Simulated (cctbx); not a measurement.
**Lattice, Laue class and space group of a new crystal**

Cell: a = 9.0820 Å, b = 4.0360 Å, c = 15.1010 Å, α = 90.00°, β = 90.00°, γ = 90.00°. Expected content of the cell: Cd4 Ag4 Br12.

Simulated single-crystal data (cctbx): Mo Kα, λ = 0.71073 Å, to d = 0.6 Å, 95 % of the full sphere, strongest reflection 5000 counts, noise from counting, a 3 % proportional error and a noise floor of 2 counts (s.d.); no absorption.

Tests on the unmerged data give:

```text
10189 reflections to d = 0.600 A
centring   violations  <I/sigma> of those
    A       3008 of  5149      6.1
    B       2962 of  5109      5.9
    C       2984 of  5080      6.0
    I       2917 of  5124      5.9
    R       4023 of  6789      6.1
    F       4477 of  7669      6.0
Laue class    unique    Rint  (classes that these axes allow; Friedel mates merged)
P -1             5356   0.055
P 1 2/m 1        2986   0.065
P 1 1 2/m        2775   0.067
P 2/m 1 1        2823   0.067
P m m m          1609   0.072
space group    extra absences  I>4sigma  <I/sigma>
P 2 2 2                 0          0         -  acentric
P 2 2 21               25          0      -0.0  acentric
P 21 2 2               15          0      -0.2  acentric
P 2 21 2                5          0       0.7  acentric
P 21 21 2              20          0       0.0  acentric
P 2 21 21              30          0       0.1  acentric
P 21 2 21              40          0      -0.1  acentric
P 21 21 21             45          0      -0.0  acentric
P m m 2                 0          0         -  acentric
P 2 m m                 0          0         -  acentric
P m 2 m                 0          0         -  acentric
P 21 m a              148          0      -0.0  acentric
P m 2 a               148          0      -0.0  acentric
P n m 21              258          0      -0.0  acentric
P n 21 m              258          0      -0.0  acentric
P n 21 a              406          0      -0.0  acentric
P m m m                 0          0         -  centric
P m m a               148          0      -0.0  centric
P n m m :1            258          0      -0.0  centric
P n m m :2            258          0      -0.0  centric
P n m a               406          0      -0.0  centric
Wilson B = 0.38 A^2   <|E^2-1|> = 0.865 (0.968 centric, 0.736 acentric)   E^2>4: 3.2 %
shell (A)         n   <I/sigma>
15.11 - 1.20    238     19.2
 1.20 - 0.95    209     16.7
 0.95 - 0.83    195     15.9
 0.83 - 0.76    197     13.0
 0.76 - 0.70    198     12.4
 0.70 - 0.66    184     11.2
 0.66 - 0.63    200     11.6
 0.63 - 0.60    188     10.4
```

**Question.** What are the lattice type, the Laue class and the likely space group?

Every centring test has many violations, so the lattice is primitive.

Rint stays low (0.055 to 0.072) up to P m m m, the highest class in these axes.

21 settings pass the absence test. The most absences obeyed, 406, belong to P n 21 a and P n m a, which absences can't tell apart.

⟨|E²−1|⟩ = 0.865 lies between the two ideal values. The Wilson B of 0.38 Å² means U ≈ 0.0048 Å².

The true group is Pnma (no. 62), Laue class mmm, centrosymmetric. The tables only narrow the choice to the tied entries; cell content, site symmetry and trial solutions must settle it.

This is a model crystal, built by substitution and not relaxed, with assumed displacement parameters.

[Logs are printed without paths, hosts, clocks, repeated set-up lines and the standing remarks that a program may print on its own settings, such as how far it seeks lower states.]
